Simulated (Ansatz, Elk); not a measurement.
## MgGaGeH: X-ray structure factors from the self-consistent density

The structure of MgGaGeH used here is made up (a known structure type with other elements) and was relaxed beforehand with r2SCAN. The aim is the Fourier transform of its all-electron density, F(hkl), set beside the sum over free spherical atoms that refinements use.

Calculated with Elk 11.2.3 (patched build); DFT, PBE, all-electron APW+lo, Dirac cores, scalar-relativistic bands, static density, no spin.

This account leaves out most program logs.

The structure was built from a prototype and need not be the compound's stable phase.

### 1. Starting point

The structure is trigonal, space group P3m1 (No. 156). The conventional cell has a = 3.959 Å, b = 3.959 Å, c = 4.819 Å, α = 90.00°, β = 90.00°, γ = 120.00°. Nearest to Ge lie 3 Ga at 2.45 Å. Nearest to Ga lie 1 H at 1.67 Å and 3 Ge at 2.45 Å. Mg has 3 H at 2.37 Å nearest. Nearest to H lie 1 Ga at 1.67 Å. Farther neighbours are not listed.

### 2. Ground state and structure factors

An all-electron density is needed, since X-rays see the cores too. Task 0 finds the density and task 195 Fourier-transforms it; tshift is off so that phases refer to the origin typed.

The input, elk.in:

```
tasks
  0
  195

xctype
  20

spinpol
  .false.

rgkmax
  7.0

gmaxvr
  14.0

lmaxo
  7

lmaxapw
  8

swidth
  0.002

tshift
  .false.

ramdisk
  .false.

hmaxvr
  5.5

maxscl
  120

epspot
  1e-06

sppath
  './'

avec
  7.48158175769 -0.00000000000 0.00000000000
  -3.74079087884 6.47923986265 -0.00000000000
  0.00000000000 0.00000000000 9.10705361903

atoms
  4
  'Ge.in'
  1
  -0.0000000000 -0.0000000000 0.3922753037   0.000000 0.000000 0.000000
  'Ga.in'
  1
  0.3333333333 0.6666666667 0.5728703926   0.000000 0.000000 0.000000
  'Mg.in'
  1
  0.6666666667 0.3333333333 0.0451140139   0.000000 0.000000 0.000000
  'H.in'
  1
  0.3333333333 0.6666666667 0.9184402898   0.000000 0.000000 0.000000

ngridk
  7 7 5
```

Launch:

```
> OMP_NUM_THREADS=4 elk
```

Wall time 52 s (4 threads of Arm Neoverse V2, shared host); peak memory 0.16 GiB.

SFACRHO.OUT:

```text

h k l indices transformed by vhmat matrix:
   1.000000000       0.000000000       0.000000000    
   0.000000000       1.000000000       0.000000000    
   0.000000000       0.000000000       1.000000000    

      h      k      l  multipl.   |H|            Re(F)            Im(F)           |F|

      0      0      0      1   0.0000000       75.999999     -0.61360200E-16   75.999999    
      0      0     -1      1  0.68992515      -38.085709      -8.4177865       39.004876    
      0      0      1      1  0.68992515      -38.085709       8.4177865       39.004876    
      1     -1      0      3  0.96974112       9.2497867      -15.834042       18.337815    
     -1      1      0      3  0.96974112       9.2497867       15.834042       18.337815    
     -1      1      1      3   1.1901238      -1.3189484      -5.7600166       5.9090960    
      0     -1     -1      3   1.1901238      -25.948096      -48.015216       54.578060    
     -1      0      1      3   1.1901238      -25.948096       48.015216       54.578060    
      1     -1     -1      3   1.1901238      -1.3189484       5.7600166       5.9090960    
      0      0     -2      1   1.3798503       27.962660       1.0100590       27.980897    
      0      0      2      1   1.3798503       27.962660      -1.0100590       27.980897    
     -2      1      0      6   1.6796409       54.915290      0.94338957E-08   54.915290    
      1      0     -2      3   1.6865304       6.2228838       40.433046       40.909113    
     -1      0     -2      3   1.6865304      -17.019679       27.578824       32.407731    
      1      0      2      3   1.6865304      -17.019679      -27.578824       32.407731    
      1     -1      2      3   1.6865304       6.2228838      -40.433046       40.909113    
     -1      2     -1      6   1.8158167      -29.951838      -6.4545411       30.639414    
     -1      2      1      6   1.8158167      -29.951838       6.4545411       30.639414
```

Elk indexes on the primitive cell of elk.in and gives |H| = 4π sin θ/λ in inverse bohr. Below, one row stands for each form hkl of the conventional cell (m members, Friedel mates merged), F is for one primitive cell and the density is static (no thermal factor). Free-atom factors are Waasmaier and Kirfel's, and R is Σm||F|−|F'||/Σm|F|.

| hkl | m | sin θ/λ (Å⁻¹) | abs F, DFT | neutral atoms | diff. | abs of complex diff. |
| --- | --- | --- | --- | --- | --- | --- |
| 001 | 2 | 0.104 | 39.005 | 38.748 | +0.257 | 0.263 |
| 100 | 6 | 0.146 | 18.338 | 18.048 | +0.289 | 0.290 |
| 101 | 6 | 0.179 | 5.909 | 6.157 | -0.248 | 0.250 |
| 011 | 6 | 0.179 | 54.578 | 54.612 | -0.034 | 0.135 |
| 002 | 2 | 0.207 | 27.981 | 28.007 | -0.026 | 0.124 |
| 110 | 6 | 0.253 | 54.915 | 55.205 | -0.290 | 0.290 |
| 012 | 6 | 0.254 | 40.909 | 41.246 | -0.337 | 0.381 |
| 102 | 6 | 0.254 | 32.408 | 32.740 | -0.333 | 0.340 |
| 111 | 12 | 0.273 | 30.639 | 31.017 | -0.377 | 0.378 |
| 200 | 6 | 0.292 | 14.484 | 14.686 | -0.202 | 0.209 |
| 201 | 6 | 0.310 | 44.723 | 45.022 | -0.299 | 0.308 |
| 021 | 6 | 0.310 | 4.953 | 5.103 | -0.149 | 0.152 |
| 003 | 2 | 0.311 | 10.944 | 11.127 | -0.183 | 0.185 |
| 112 | 12 | 0.327 | 23.129 | 23.254 | -0.125 | 0.133 |

### 3. The highest occupied states alone

An energy window below the Fermi level keeps the highest occupied states, to see at which angles they scatter; shallow core shells can lie inside it and anion s states outside. No new self-consistency is needed.

elk.in: that of step 2 with these lines changed.

```diff
@@ -1,3 +1,2 @@
 tasks
-  0
   195
@@ -40,2 +39,5 @@
 
+wsfac
+  -0.252880 0.488110
+
 sppath
```

Launch:

```
> OMP_NUM_THREADS=4 elk
```

Run time: 6.4 s. Hardware: 4 threads; peak memory 0.17 GiB; 8.1 s of CPU time.

States within 12 eV below the Fermi level hold 10.00 electrons; any levels below the window count with the cores. Their amplitudes can exceed the total, where window and core parts have opposite phase:

| hkl | sin θ/λ (Å⁻¹) | abs F, window | abs F, all |
| --- | --- | --- | --- |
| 001 | 0.104 | 2.115 | 39.005 |
| 100 | 0.146 | 1.445 | 18.338 |
| 101 | 0.179 | 0.884 | 5.909 |
| 011 | 0.179 | 1.375 | 54.578 |
| 002 | 0.207 | 0.812 | 27.981 |
| 110 | 0.253 | 0.346 | 54.915 |
| 012 | 0.254 | 0.436 | 40.909 |
| 102 | 0.254 | 0.514 | 32.408 |
| 111 | 0.273 | 0.464 | 30.639 |
| 200 | 0.292 | 0.350 | 14.484 |

### 4. Another functional

The difference from free atoms is small, so it is set against the change that PBEsol makes.

elk.in: that of step 3 with these lines changed.

```diff
@@ -1,2 +1,3 @@
 tasks
+  0
   195
@@ -4,3 +5,3 @@
 xctype
-  20
+  22
 
@@ -39,5 +40,2 @@
 
-wsfac
-  -0.252880 0.488110
-
 sppath
```

Launch:

```
> OMP_NUM_THREADS=4 elk
```

The job ended after 57 s (4 threads; peak memory 0.17 GiB; 3.4 min of CPU time).

Against the first run R = 0.03 %; the largest change is -0.024 at 300.

### 5. Basis size

The basis and the expansions that go with it are enlarged, to see whether the differences are converged.

elk.in: that of step 4 with these lines changed.

```diff
@@ -5,3 +5,3 @@
 xctype
-  22
+  20
 
@@ -11,12 +11,12 @@
 rgkmax
-  7.0
+  8.5
 
 gmaxvr
-  14.0
+  18.0
 
 lmaxo
-  7
+  9
 
 lmaxapw
-  8
+  10
```

Launch:

```
> OMP_NUM_THREADS=4 elk
```

Wall time 2.8 min (4 threads); peak memory 0.3 GiB; 10 min of CPU time.

Against the first run R = 0.01 %; the largest change is -0.004 at 221.

### 6. A coarser k-mesh

About half the k-points along each axis test the sampling.

elk.in: that of step 5 with these lines changed.

```diff
@@ -11,12 +11,12 @@
 rgkmax
-  8.5
+  7.0
 
 gmaxvr
-  18.0
+  14.0
 
 lmaxo
-  9
+  7
 
 lmaxapw
-  10
+  8
 
@@ -64,2 +64,2 @@
 ngridk
-  7 7 5
+  4 4 2
```

Launch:

```
> OMP_NUM_THREADS=4 elk
```

The job ended after 18 s (4 threads; peak memory 0.17 GiB; 45 s of CPU time).

Against the first run R = 0.01 %; the largest change is -0.042 at 001.

### 7. Settings against the effect

| run | R against the first run (%) | R against neutral atoms, low angle (%) | wall time |
| --- | --- | --- | --- |
| PBE, rgkmax 7 | 0.00 | 0.85 | 52 s |
| PBEsol | 0.03 | 0.85 | 57 s |
| rgkmax 8.5 with larger expansions | 0.01 | 0.84 | 2.8 min |
| k-mesh 4×4×2 | 0.01 | 0.82 | 18 s |

### 8. Outcome

```yaml
r_against_neutral_atoms_sin_theta_lambda_0p3_a_minus1: 0.85 %
r_against_neutral_atoms_0p3_to_0p82_a_minus1: 0.21 %
```

In words: Independent neutral atoms miss the calculated amplitudes by R = 0.85 % below 0.3 Å⁻¹ and 0.21 % from there to 0.82 Å⁻¹; by shells, 1.20 % below 0.15 Å⁻¹ (2 forms), 0.81 % 0.15 to 0.3 (8 forms), 0.36 % 0.3 to 0.45 (22 forms), 0.17 % above 0.45 (111 forms). Bonding, aspherical density and the tables' own atoms all enter these figures, and the runs don't part them. The largest change of an amplitude is -0.38 electrons, at 111. R counts amplitudes alone; phases shift too. The window's part falls from 10.0 electrons at the origin to at most 0.22 between 0.45 and 0.82 Å⁻¹. Below 0.3 Å⁻¹ the changes that finished (PBEsol, rgkmax 8.5 with larger expansions and k-mesh 4×4×2) move F by R = 0.05 % at most, against the 0.85 % that separates it from free atoms. Part of the difference isn't bonding: the tables are fits to free atoms and ions calculated by other methods than this functional. Thermal motion, anomalous dispersion and extinction are left out.

[Logs are printed without paths, hosts, clocks, repeated set-up lines and the standing remarks that a program may print on its own settings, such as how far it seeks lower states.]

[Hosts, paths, dates, database ids (printed as entryN), source tags and the programs' standing remarks are cut or masked in the printed files.]
